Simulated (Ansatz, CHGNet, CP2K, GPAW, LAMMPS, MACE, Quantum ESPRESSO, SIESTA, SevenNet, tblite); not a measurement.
## Glassy Na2Si4O9 (90 atoms): runs against a plane-wave reference

Density of this cell: 2.38 g/cm³. The cell holds 90 atoms: 12 Na, 54 O and 24 Si. Cell: a = 10.817 Å, b = 10.817 Å, c = 10.817 Å, α = 90.0°, β = 90.0°, γ = 90.0°. 90 atoms (12 Na, 54 O, 24 Si) placed at random at 2.38 g/cm³, melted at 4500 K for 20 ps at fixed volume with the Morse and Coulomb pair potential with partial charges (Pedone, Malavasi, Menziani, Cormack and Segre, J. Phys. Chem. B 110, 11780 (2006)). Quenched from 4500 K to 300 K at 10 K/ps and fixed volume, held 5 ps.

Geometry: as built.

The reference, a calculation:

```
method                                           : Kohn-Sham DFT, PBE, SSSP efficiency 1.3.0 pseudopotentials, plane waves (Quantum ESPRESSO 7.5); sssp-pbe-1.3.0-efficiency, cutoffs 60/480 Ry, Γ point
r.m.s. force component                           : 1.318 eV/Å
longest force                                    : 5.296 eV/Å
pressure                                         : 5.227 GPa
gap (highest filled to lowest empty level) : 2.733 eV
time                                             : 2.7 min on 4 MPI ranks of Arm Neoverse V2, shared host
CPU time                                         : 11 min
```

Runs, in no order:
A. GPAW PBE, LCAO dzp, h 0.18 Å: Kohn-Sham DFT, PBE, PAW, atomic orbitals (dzp)
B. QE PBE, gbrv-1.5, 40/200 Ry: Kohn-Sham DFT, PBE, GBRV 1.5 ultrasoft pseudopotentials, plane waves
C. CHGNet 0.3.0 potential: machine-learned interatomic potential CHGNet 0.3.0, trained on PBE(+U) plane-wave data
D. SIESTA PBE, DZP, shift 0.01 Ry, mesh 500 Ry: Kohn-Sham DFT, PBE, PseudoDojo 0.4.1 norm-conserving pseudopotentials (converted to PSML), numerical atomic orbitals (DZP), diagonalisation

**Question.** Rank the runs by how far their forces lie from the reference's, least first.

B, C, D, A.

| run | Δ force, r.m.s. (meV/Å) | share of r.m.s. force (%) | CPU time |
| --- | --- | --- | --- |
| B. QE PBE, gbrv-1.5, 40/200 Ry | 30.8 | 2.34 | 4.9 min |
| C. CHGNet 0.3.0 potential | 120 | 9.14 | 3.1 s |
| D. SIESTA PBE, DZP, shift 0.01 Ry, mesh 500 Ry | 191 | 14.5 | 5.1 min |
| A. GPAW PBE, LCAO dzp, h 0.18 Å | 326 | 24.7 | 4.1 min |

Machine-learned potentials mimic data converged in k, so the reference's own k-point error enters their differences. The network of bonds at the start is that of the classical potential that made the cell, and needn't be the one that DFT or experiment would give. The electronic-structure runs sample only Γ, in a cell whose shortest periodic width is 11 Å.

[Logs are printed without paths, hosts, clocks, repeated set-up lines and the standing remarks that a program may print on its own settings, such as how far it seeks lower states.]

[Hosts, paths, dates, database ids (printed as entryN), source tags and the programs' standing remarks are cut or masked in the printed files.]
